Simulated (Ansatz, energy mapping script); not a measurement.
# GdN in the rock-salt structure: exchange couplings from total energies, part 2 of 3

How strongly do the moments of GdN in the rock-salt structure couple under PBE+U (6 eV)? The plan is to run several orders and fit a Heisenberg model.

PBE with U = 6 eV on Gd f, ortho-atomic projectors; plane waves, U on orthogonalised atomic orbitals unless named otherwise, collinear spin, no spin–orbit coupling.

So far. Step 4 (Order 1: parallel, cell A of 4 atoms): The run ends ferromagnetic.

## 5. Run 2 (compensated +−; cell A, 4 atoms)

This order reverses 6 of the 12 neighbours at 3.54 Å, 6 of the 6 neighbours at 5.00 Å and 12 of the 24 neighbours at 6.13 Å, counted for an average magnetic atom.

input.yaml reads:

```yaml
crystal:
  lattice:
    - [0.0, -2.502081428, -2.502081428]
    - [-2.502081428, 0.0, -2.502081428]
    - [2.502081428, 2.502081428, -5.004162856]
  atoms:
    - { symbol: Gd, position: [0.5, 0.5, 0.5], spin: 7.0 }
    - { symbol: Gd, position: [0.0, 0.0, 0.0], spin: -7.0 }
    - { symbol: "N", position: [0.75, 0.75, 0.75] }
    - { symbol: "N", position: [0.25, 0.25, 0.25] }
magnetization:
  spin_polarized: true
kpoints:
  mp_grid: { grid: [12, 12, 12] }
hamiltonian:
  xc: pbe
  hubbard:
    sites:
      - { species: Gd, l: f, u_eff: 6.0 }
      - { site: 0, l: f, u_eff: 6.0, starting_ns: [{ spin: up, occupation_matrix: gd1_major }, { spin: down, occupation_matrix: gd1_minor }] }
      - { site: 1, l: f, u_eff: 6.0, starting_ns: [{ spin: up, occupation_matrix: gd1_minor }, { spin: down, occupation_matrix: gd1_major }] }
    projectors: ortho-atomic
    occupation_matrices:
      gd1_major:
        matrix:
          - [0.998, 0.0, 0.0, 0.0, 0.0, 0.0, 0.0]
          - [0.0, 0.999, 0.0, 0.0, 0.0, 0.0, 0.0]
          - [0.0, 0.0, 0.999, 0.0, 0.0, 0.0, 0.0]
          - [0.0, 0.0, 0.0, 0.999, 0.0, 0.0, 0.0]
          - [0.0, 0.0, 0.0, 0.0, 0.999, 0.0, 0.0]
          - [0.0, 0.0, 0.0, 0.0, 0.0, 0.998, 0.0]
          - [0.0, 0.0, 0.0, 0.0, 0.0, 0.0, 0.998]
      gd1_minor:
        matrix:
          - [0.011, 0.0, 0.0, 0.0, 0.0, 0.0, 0.0]
          - [0.0, 0.007, 0.0, 0.0, 0.0, -0.004, 0.0]
          - [0.0, 0.0, 0.007, 0.0, 0.0, 0.0, 0.004]
          - [0.0, 0.0, 0.0, 0.004, 0.0, 0.0, 0.0]
          - [0.0, 0.0, 0.0, 0.0, 0.001, 0.0, 0.0]
          - [0.0, -0.004, 0.0, 0.0, 0.0, 0.009, 0.0]
          - [0.0, 0.0, 0.004, 0.0, 0.0, 0.0, 0.009]
scf:
  occupations: { method: fermi_dirac, width: 0.05 }
output:
  eigenvalues: true
  write_density: true
  write_potential: true
  elf: true
  volumetric_format: npy
```

Launch:

```bash
$ ansatz run input.yaml --threads 4 --pin off --max-ram 8192MiB --backend cpu --events-out ev --progress --plain --runs-dir out
```

Numbers of over 12 decimals in the logs are rounded to 6 here.

The program printed:

```text
[...]
Crystal: 4 atoms, lattice volume = 62.656 Å³
Basis set: ecut = 420 eV, 1219 PW (Γ)
Bands: 36, of which v1, the nominal top of the filled ones, is band 23 counted from 1 (22 counted from 0)
Symmetry: 4 space group operations
k-points: 476 of 1728
[...]
Starting moments: Σ|m| = 14 μB on 2 of 4 sites
[...]
the translation (0.5, 0.5, 0.5) carries every atom to within crystal.symmetry.tolerance of an atom of its element with the starting moment reversed, but both spin channels are solved: the dense FFT box has an odd point count along it
SCF iter   1: F=—  HF=-19438.262335 eV  |F-HF|=—  |Δ(HF+E_count)|=         —  Δρ=4.95e-2 (↑4.95e-2 ↓4.95e-2)  dr2=2.15e0  dr2_m=8.84e-1  M=-0.000 μB ∫|m|=14.183 μB  β_m=1.00  ethr=3.10e-3  ⟨swp⟩=5.3  Hψ=121115  notcnv=0  defer=1402
[...]
SCF iter  12: F=-19438.145025 eV  HF=-19438.145025 eV  |F-HF|=3.44e-9  |Δ(HF+E_count)|=   1.34e-7  Δρ=1.13e-6 (↑1.13e-6 ↓1.13e-6)  dr2=2.10e-9  dr2_m=5.18e-11  M=-0.000 μB ∫|m|=14.258 μB  ethr=2.17e-10  ⟨swp⟩=10.1  Hψ=143042  notcnv=0
SCF 1 converged in 12 iterations: F = -19438.145025 eV  dr2 = 2.10e-9
[...]
SCF converged after 12 iterations
Magnetization: -0.0000 μB (23.0000 up, 23.0000 down)
Absolute magnetization: 14.2577 μB (∫|ρ↑−ρ↓|, with the PAW one-centre terms)
[...]
Per-site moments (μB) at R_I (Å): [(6.926407, 1.03210858905), (-6.926407, 1.032109), (2.2230054272156982e-7, 1.03210858905), (2.223005430926951e-7, 1.032109)]
Free energy (F): -19438.145025 eV
[...]
Internal energy: -19438.144149 eV  (E = F + TS)
E sigma→0 (E₀):  -19438.144587 eV
Entropy (-TS):   -0.000876 eV (-0.219 meV/atom)
Fermi energy:    14.227142 eV
[...]
--- Specified on-site occupations, and those of the state reported ---
  electrons in the specified blocks: 14.0760 specified, 14.0736 found
[...]
--- Band table (eV; the first three rows and the last of 952) ---
  k-point 0 ↑: bands = [... 19 lower, 11.8772, 14.1978, 14.2053, 14.2053, 17.1334, 17.1334, 17.1414, 17.7520, ... 9 higher]
  k-point 1 ↑: bands = [... 19 lower, 11.9045, 14.0765, 14.1416, 14.1416, 17.1409, 17.1732, 17.1732, 17.8656, ... 9 higher]
  k-point 2 ↑: bands = [... 19 lower, 11.9855, 13.7573, 13.9668, 13.9668, 17.1341, 17.2869, 17.2869, 18.1701, ... 9 higher]
  k-point 475 ↓: bands = [... 19 lower, 12.5205, 12.5501, 12.7176, 12.9293, 16.2265, 17.0362, 18.8335, 18.9076, ... 9 higher]
Occupation matrices written to <dir>
```

Elapsed: 36 s, on 4 threads of Arm Neoverse V2, shared host; peak memory 1.9 GiB; 2.4 min of CPU time.

Spin moment in the sphere by atom:

| atom | spin moment in the sphere (μB) |
| --- | --- |
| Gd1 | 6.93 |
| Gd2 | -6.93 |
| N3 | 0.00 |
| N4 | 0.00 |

The run ends antiferromagnetic, 9.60 meV a magnetic atom above the parallel order of its cell.

Spin density in the ac plane at fractional y = 0.000, with atoms of Gd within 0.2 Å of it.

Values in e/Å³, 24 rows by 14 columns, each cell a mean:
```
-11  -9  -4  -1   0   0   0   0   0   0   0   0  -3  -7
 -5  -4  -2  -1   0   0   0   0   0   0   0   0  -1  -3
 -1  -1  -1   0   0   0   0   0   0   0   0   0   0   0
  0   0   0   0   0   0   0   0   0   0   0   0   0   0
  0   0   0   0   0   0   0   0   0   0   0   0   0   0
  0   0   0   0   0   0   0   0   0   0   0   0   0   0
  0   0   0   0   0   0   0   0   0   0   0   0   0   0
  0   0   0   0   0   0   0   0   0   0   0   0   0   0
  0   0   0   0   0   0   0   0   0   0   0   0   0   0
  0   0   0   0   0   0   0   0   0   0   0   0   0   0
  0   0   0   0   0   0   0   0   0   0   0   0   0   0
  0   0   0   0   0   0   0   0   0   0   0   0   0   0
  0   0   0   0   0   0   0   0   0   0   0   0   0   0
  0   0   0   0   0   0   0   0   0   0   0   0   0   0
  0   0   0   0   0   0   0   0   0   0   0   0   0   0
  0   0   0   0   0   0   0   0   0   0   0   0   0   0
  0   0   0   0   0   0   0   0   0   0   0   0   0   0
  0   0   0   0   0   0   0   0   0   0   0   0   0   0
  0   0   0   0   0   0   0   0   0   0   0   0   0   0
  0   0   0   0   0   0   0   0   0   0   0   0   0   0
 -1   0   0   0   0   0   0   0   0   0   0   0   0  -1
 -3  -2   0   0   0   0   0   0   0   0   0  -1  -2  -4
-10  -5  -2   0   0   0   0   0   0   0   0  -1  -5  -9
-14 -10  -4  -1   0   0   0   0   0   0   0  -1  -5 -11
```
Columns run along a (3.5 Å), rows up along c (6.1 Å). Atoms in or near the plane, at fractional coordinates: Gd at (0.00, 0.00).

ELF in the ac plane at fractional y = 0.000, with atoms of Gd within 0.2 Å of it. It is the smooth field of the valence electrons, not physical close to the nuclei.

Values, 24 rows by 14 columns, each cell a mean:
```
0.44 0.61 0.81 0.78 0.48 0.16 0.08 0.12 0.10 0.10 0.36 0.72 0.82 0.70
0.79 0.80 0.83 0.75 0.44 0.16 0.13 0.25 0.24 0.14 0.19 0.50 0.75 0.83
0.81 0.81 0.78 0.63 0.31 0.14 0.23 0.46 0.50 0.35 0.17 0.23 0.49 0.72
0.52 0.58 0.53 0.34 0.17 0.18 0.40 0.66 0.71 0.65 0.43 0.20 0.18 0.33
0.16 0.19 0.18 0.13 0.13 0.30 0.57 0.75 0.79 0.78 0.70 0.47 0.23 0.13
0.09 0.07 0.06 0.08 0.18 0.41 0.65 0.78 0.81 0.81 0.78 0.68 0.47 0.23
0.19 0.09 0.07 0.11 0.24 0.46 0.65 0.76 0.80 0.81 0.79 0.74 0.62 0.42
0.27 0.14 0.09 0.12 0.22 0.39 0.56 0.67 0.72 0.74 0.74 0.69 0.62 0.48
0.24 0.14 0.09 0.09 0.15 0.25 0.39 0.51 0.57 0.59 0.59 0.56 0.50 0.40
0.16 0.10 0.07 0.07 0.08 0.13 0.21 0.30 0.35 0.38 0.39 0.37 0.33 0.26
0.10 0.08 0.07 0.07 0.07 0.08 0.10 0.14 0.17 0.19 0.19 0.19 0.17 0.14
0.08 0.09 0.09 0.10 0.10 0.09 0.09 0.08 0.09 0.10 0.11 0.10 0.10 0.09
0.10 0.13 0.15 0.17 0.17 0.16 0.14 0.11 0.09 0.07 0.07 0.07 0.07 0.08
0.16 0.23 0.29 0.32 0.32 0.31 0.29 0.22 0.15 0.10 0.07 0.06 0.07 0.10
0.27 0.39 0.49 0.54 0.56 0.55 0.52 0.44 0.33 0.20 0.11 0.08 0.09 0.14
0.33 0.50 0.62 0.69 0.72 0.72 0.69 0.62 0.50 0.34 0.18 0.10 0.10 0.16
0.28 0.50 0.66 0.75 0.79 0.79 0.78 0.72 0.61 0.42 0.20 0.10 0.08 0.12
0.14 0.32 0.56 0.74 0.80 0.81 0.81 0.76 0.62 0.38 0.15 0.07 0.06 0.07
0.12 0.15 0.31 0.58 0.75 0.80 0.80 0.73 0.54 0.27 0.12 0.12 0.15 0.15
0.38 0.23 0.16 0.30 0.57 0.71 0.74 0.63 0.39 0.18 0.16 0.32 0.45 0.48
0.74 0.60 0.35 0.17 0.26 0.47 0.58 0.46 0.23 0.15 0.34 0.63 0.75 0.78
0.82 0.82 0.69 0.36 0.14 0.19 0.30 0.25 0.13 0.18 0.52 0.78 0.83 0.81
0.56 0.76 0.81 0.62 0.24 0.10 0.12 0.12 0.09 0.20 0.58 0.81 0.80 0.61
0.19 0.56 0.81 0.75 0.40 0.12 0.07 0.08 0.07 0.16 0.54 0.81 0.79 0.44
```
Columns run along a (3.5 Å), rows up along c (6.1 Å). Atoms in or near the plane, at fractional coordinates: Gd at (0.00, 0.00).

## 6. Order 3: parallel, cell B of 4 atoms

The parallel order again, as the reference for this cell.

This run holds the same structure in another cell (c 6.129 → 5.004 Å, α 73.2 → 90.0°, β 73.2 → 90.0°, γ 60.0 → 90.0°).

Changes to input.yaml since step 5:

```diff
@@ -3,9 +3,9 @@
     - [0.0, -2.502081428, -2.502081428]
-    - [-2.502081428, 0.0, -2.502081428]
-    - [2.502081428, 2.502081428, -5.004162856]
+    - [0.0, 2.502081428, -2.502081428]
+    - [5.004162856, 0.0, 0.0]
   atoms:
     - { symbol: Gd, position: [0.5, 0.5, 0.5], spin: 7.0 }
-    - { symbol: Gd, position: [0.0, 0.0, 0.0], spin: -7.0 }
-    - { symbol: "N", position: [0.75, 0.75, 0.75] }
-    - { symbol: "N", position: [0.25, 0.25, 0.25] }
+    - { symbol: Gd, position: [0.0, 0.0, 0.0], spin: 7.0 }
+    - { symbol: "N", position: [0.5, 0.5, 0.0] }
+    - { symbol: "N", position: [0.0, 0.0, 0.5] }
 magnetization:
@@ -13,3 +13,3 @@
 kpoints:
-  mp_grid: { grid: [12, 12, 12] }
+  mp_grid: { grid: [10, 10, 7] }
 hamiltonian:
@@ -20,3 +20,3 @@
       - { site: 0, l: f, u_eff: 6.0, starting_ns: [{ spin: up, occupation_matrix: gd1_major }, { spin: down, occupation_matrix: gd1_minor }] }
-      - { site: 1, l: f, u_eff: 6.0, starting_ns: [{ spin: up, occupation_matrix: gd1_minor }, { spin: down, occupation_matrix: gd1_major }] }
+      - { site: 1, l: f, u_eff: 6.0, starting_ns: [{ spin: up, occupation_matrix: gd1_major }, { spin: down, occupation_matrix: gd1_minor }] }
     projectors: ortho-atomic
@@ -45,5 +45 @@
   eigenvalues: true
-  write_density: true
-  write_potential: true
-  elf: true
-  volumetric_format: npy
```

The program printed:

```text
[...]
Crystal: 4 atoms, lattice volume = 62.656 Å³
Basis set: ecut = 420 eV, 1229 PW (Γ)
Bands: 36, of which v1, the nominal top of the filled ones, is band 23 counted from 1 (22 counted from 0)
Symmetry: 16 space group operations
k-points: 124 of 700
[...]
Starting moments: Σ|m| = 14 μB on 2 of 4 sites
[...]
k-point 1 ↑: bands = [... 19 lower, 7.7928, 7.7961, 7.8490, 7.8496, 7.8496, 12.6162, 13.7986, 13.9638, ... 9 higher]
  k-point 2 ↑: bands = [... 19 lower, 7.7881, 7.8062, 7.8305, 7.8330, 7.8330, 12.0135, 12.6345, 13.9805, ... 9 higher]
  k-point 123 ↓: bands = [... 19 lower, 18.2936, 18.9661, 18.9661, 18.9852, 18.9852, 19.0521, 19.0521, 19.1015, ... 9 higher]
Occupation matrices written to <dir>
[key lines of the parts left out:]
SCF converged after 13 iterations
Magnetization: 13.9999 μB (30.0000 up, 16.0000 down)
Free energy (F): -19438.165548 eV
Fermi energy:    14.331367 eV
```

Elapsed: 8.7 s, on 4 threads; peak memory 0.72 GiB.

The run ends ferromagnetic. For each magnetic atom its energy differs from the parallel run of the first cell by -0.64 meV, an error that one common reference would have brought in.

## 7. Order 4: compensated +−, cell B of 4 atoms

This order reverses 8 of the 12 neighbours at 3.54 Å, 0 of the 6 neighbours at 5.00 Å and 16 of the 24 neighbours at 6.13 Å, counted for an average magnetic atom.

Changes to input.yaml since step 6:

```diff
@@ -7,3 +7,3 @@
     - { symbol: Gd, position: [0.5, 0.5, 0.5], spin: 7.0 }
-    - { symbol: Gd, position: [0.0, 0.0, 0.0], spin: 7.0 }
+    - { symbol: Gd, position: [0.0, 0.0, 0.0], spin: -7.0 }
     - { symbol: "N", position: [0.5, 0.5, 0.0] }
@@ -20,3 +20,3 @@
       - { site: 0, l: f, u_eff: 6.0, starting_ns: [{ spin: up, occupation_matrix: gd1_major }, { spin: down, occupation_matrix: gd1_minor }] }
-      - { site: 1, l: f, u_eff: 6.0, starting_ns: [{ spin: up, occupation_matrix: gd1_major }, { spin: down, occupation_matrix: gd1_minor }] }
+      - { site: 1, l: f, u_eff: 6.0, starting_ns: [{ spin: up, occupation_matrix: gd1_minor }, { spin: down, occupation_matrix: gd1_major }] }
     projectors: ortho-atomic
```

The program printed:

```text
[...]
Crystal: 4 atoms, lattice volume = 62.656 Å³
Basis set: ecut = 420 eV, 1229 PW (Γ)
Bands: 36, of which v1, the nominal top of the filled ones, is band 23 counted from 1 (22 counted from 0)
Symmetry: 8 space group operations
k-points: 124 of 700
[...]
Starting moments: Σ|m| = 14 μB on 2 of 4 sites
[...]
k-point 1 ↑: bands = [... 19 lower, 13.8206, 13.8206, 14.1840, 14.1840, 14.2611, 16.9860, 17.4477, 17.4477, ... 9 higher]
  k-point 2 ↑: bands = [... 19 lower, 13.6961, 13.6961, 14.0410, 14.0410, 14.5319, 16.4288, 18.1505, 18.1505, ... 9 higher]
  k-point 123 ↓: bands = [... 19 lower, 12.8453, 12.8453, 12.9570, 12.9570, 17.0721, 17.0721, 18.6528, 18.6528, ... 9 higher]
Occupation matrices written to <dir>
[key lines of the parts left out:]
SCF converged after 12 iterations
Magnetization: 0.0000 μB (23.0000 up, 23.0000 down)
Free energy (F): -19438.142496 eV
Fermi energy:    14.234844 eV
```

It took 4.3 s on 4 threads; peak memory 0.71 GiB; 16 s of CPU time.

The run ends antiferromagnetic, 11.65 meV a magnetic atom above the parallel order of its cell.

## 8. Order 5: parallel, cell C of 6 atoms

The parallel order again, as the reference for this cell.

Changes to input.yaml since step 7:

```diff
@@ -3,9 +3,11 @@
     - [0.0, -2.502081428, -2.502081428]
-    - [0.0, 2.502081428, -2.502081428]
-    - [5.004162856, 0.0, 0.0]
+    - [-5.004162856, 0.0, 0.0]
+    - [2.502081428, 5.004162856, -2.502081428]
   atoms:
-    - { symbol: Gd, position: [0.5, 0.5, 0.5], spin: 7.0 }
-    - { symbol: Gd, position: [0.0, 0.0, 0.0], spin: -7.0 }
-    - { symbol: "N", position: [0.5, 0.5, 0.0] }
-    - { symbol: "N", position: [0.0, 0.0, 0.5] }
+    - { symbol: Gd, position: [0.666666667, 0.666666667, 0.333333333], spin: 7.0 }
+    - { symbol: Gd, position: [0.333333333, 0.333333333, 0.666666667], spin: 7.0 }
+    - { symbol: Gd, position: [0.0, 0.0, 0.0], spin: 7.0 }
+    - { symbol: "N", position: [0.666666667, 0.166666667, 0.333333333] }
+    - { symbol: "N", position: [0.333333333, 0.833333333, 0.666666667] }
+    - { symbol: "N", position: [0.0, 0.5, 0.0] }
 magnetization:
@@ -13,3 +15,3 @@
 kpoints:
-  mp_grid: { grid: [10, 10, 7] }
+  mp_grid: { grid: [11, 11, 11] }
 hamiltonian:
@@ -20,3 +22,4 @@
       - { site: 0, l: f, u_eff: 6.0, starting_ns: [{ spin: up, occupation_matrix: gd1_major }, { spin: down, occupation_matrix: gd1_minor }] }
-      - { site: 1, l: f, u_eff: 6.0, starting_ns: [{ spin: up, occupation_matrix: gd1_minor }, { spin: down, occupation_matrix: gd1_major }] }
+      - { site: 1, l: f, u_eff: 6.0, starting_ns: [{ spin: up, occupation_matrix: gd1_major }, { spin: down, occupation_matrix: gd1_minor }] }
+      - { site: 2, l: f, u_eff: 6.0, starting_ns: [{ spin: up, occupation_matrix: gd1_major }, { spin: down, occupation_matrix: gd1_minor }] }
     projectors: ortho-atomic
```

The program printed:

```text
[...]
Crystal: 6 atoms, lattice volume = 93.984 Å³
Basis set: ecut = 420 eV, 1821 PW (Γ)
Bands: 54, of which v1, the nominal top of the filled ones, is band 35 counted from 1 (34 counted from 0)
Symmetry: 12 space group operations
k-points: 366 of 1331
[...]
Starting moments: Σ|m| = 21 μB on 3 of 6 sites
[...]
k-point 1 ↑: bands = [... 31 lower, 7.8515, 7.8517, 7.8536, 7.8553, 7.8849, 11.1368, 11.8588, 12.3015, ... 15 higher]
  k-point 2 ↑: bands = [... 31 lower, 7.8362, 7.8400, 7.8471, 7.8538, 7.8762, 10.9731, 12.1655, 12.3344, ... 15 higher]
  k-point 365 ↓: bands = [... 31 lower, 18.9037, 18.9665, 18.9701, 18.9851, 19.0449, 19.0582, 19.0648, 19.0728, ... 15 higher]
Occupation matrices written to <dir>
[key lines of the parts left out:]
SCF converged after 13 iterations
Magnetization: 20.9999 μB (45.0000 up, 24.0000 down)
Free energy (F): -29157.246938 eV
Fermi energy:    14.349269 eV
```

Wall time 63 s (4 threads); peak memory 2.9 GiB; 4 min of CPU time.

The run ends ferromagnetic. For each magnetic atom its energy differs from the parallel run of the first cell by -0.13 meV, an error that one common reference would have brought in.

## 9. Run 6 (uncompensated ++−; cell C, 6 atoms)

This order reverses 6.67 of the 12 neighbours at 3.54 Å, 2.67 of the 6 neighbours at 5.00 Å and 8 of the 24 neighbours at 6.13 Å, counted for an average magnetic atom.

Changes to input.yaml since step 8:

```diff
@@ -8,3 +8,3 @@
     - { symbol: Gd, position: [0.333333333, 0.333333333, 0.666666667], spin: 7.0 }
-    - { symbol: Gd, position: [0.0, 0.0, 0.0], spin: 7.0 }
+    - { symbol: Gd, position: [0.0, 0.0, 0.0], spin: -7.0 }
     - { symbol: "N", position: [0.666666667, 0.166666667, 0.333333333] }
@@ -23,3 +23,3 @@
       - { site: 1, l: f, u_eff: 6.0, starting_ns: [{ spin: up, occupation_matrix: gd1_major }, { spin: down, occupation_matrix: gd1_minor }] }
-      - { site: 2, l: f, u_eff: 6.0, starting_ns: [{ spin: up, occupation_matrix: gd1_major }, { spin: down, occupation_matrix: gd1_minor }] }
+      - { site: 2, l: f, u_eff: 6.0, starting_ns: [{ spin: up, occupation_matrix: gd1_minor }, { spin: down, occupation_matrix: gd1_major }] }
     projectors: ortho-atomic
```

The program printed:

```text
[...]
Crystal: 6 atoms, lattice volume = 93.984 Å³
Basis set: ecut = 420 eV, 1821 PW (Γ)
Bands: 54, of which v1, the nominal top of the filled ones, is band 35 counted from 1 (34 counted from 0)
Symmetry: 4 space group operations
k-points: 366 of 1331
[...]
Starting moments: Σ|m| = 21 μB on 3 of 6 sites
[...]
k-point 1 ↑: bands = [... 31 lower, 12.2981, 12.7352, 12.8369, 12.8723, 14.1067, 14.1944, 14.2611, 16.5646, ... 15 higher]
  k-point 2 ↑: bands = [... 31 lower, 12.3847, 12.7681, 12.9205, 13.1719, 13.6234, 13.8861, 14.1232, 15.8780, ... 15 higher]
  k-point 365 ↓: bands = [... 31 lower, 17.4187, 17.8198, 18.4246, 18.7133, 18.7746, 18.8850, 18.9414, 18.9544, ... 15 higher]
Occupation matrices written to <dir>
[key lines of the parts left out:]
SCF converged after 13 iterations
Magnetization: 6.9988 μB (37.9994 up, 31.0006 down)
Free energy (F): -29157.217579 eV
Fermi energy:    14.262049 eV
```

The job ended after 71 s (4 threads; peak memory 3 GiB).

The run ends ferrimagnetic, 9.70 meV a magnetic atom above the parallel order of its cell.

(Continued in part 3 of 3.)

[Logs and program files are shortened in this print: banners, set-up blocks, solver, clock and traceback lines can be left out without a mark of their own.]

[Logs are printed without paths, hosts, clocks, repeated set-up lines and the standing remarks that a program may print on its own settings, such as how far it seeks lower states.]

[Hosts, paths, dates, database ids (printed as entryN), source tags and the programs' standing remarks are cut or masked in the printed files.]

[Where a cell is said to come from a database of computed structures, the database is the Materials Project.]
